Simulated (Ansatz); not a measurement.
Planning a GW calculation on SnO2 (Cassiterite).

```yaml
crystal:
  lattice:
    - [4.73800, 0.00000, 0.00000]
    - [0.00000, 4.73800, 0.00000]
    - [0.00000, 0.00000, 3.18650]
  atoms:
    - { symbol: Sn, position: [0.00000, 0.00000, 0.00000] }
    - { symbol: Sn, position: [0.50000, 0.50000, 0.50000] }
    - { symbol: O, position: [0.30710, 0.30710, 0.00000] }
    - { symbol: O, position: [0.19290, 0.80710, 0.50000] }
    - { symbol: O, position: [0.69290, 0.69290, 0.00000] }
    - { symbol: O, position: [0.80710, 0.19290, 0.50000] }
```

The cell and positions come from the Crystallography Open Database and are kept as given unless a step says otherwise. PAW set soft_1, made with PBE.

Runs so far (Ansatz 0.2.0, start PBE, default PAW files, 4×4×6 mesh). Times are wall times on 1 × NVIDIA H100 80GB HBM3 (shared by 6 runs) with 3 threads of AMD EPYC 7R13 (Zen 3), shared host, good to a factor of about two.

```
bands summed  cutoff (eV)  gap on the mesh (eV)  time
         119           69                 2.744  23 s
         289          138                 2.808  44 s
```

**Question.** What should the next rung give, with 592 bands and screening to 230 eV, and where is the limit?

The error falls about as one over the bands when the cutoff rises with them. A line through the two highest rungs given predicts 2.832 eV; the run gave 2.844 eV, a miss of 0.013 eV, so the law fails here: the steps don't follow it yet. The two highest rungs put the limit near 2.878 eV, the pair below near 2.854 eV; neither can be trusted until a further rung is run.

Gaps are over the mesh's points; an edge off the mesh would be missed. Limits: not at the basis limit; no spin-orbit coupling.

[Paths, hosts, dates, memory and timing lines, banners, echoed tables and standing remarks are left out of the program output.]

[Logs are printed without paths, hosts, clocks, repeated set-up lines and the standing remarks that a program may print on its own settings, such as how far it seeks lower states.]

[Runs of the session that timed out or met a known fault of the program may be left out.]

[Cells called generated may have been cut or substituted from an entry of the Crystallography Open Database or the Materials Project.]

[Hosts, paths, dates, database ids (printed as entryN), source tags and the programs' standing remarks are cut or masked in the printed files.]
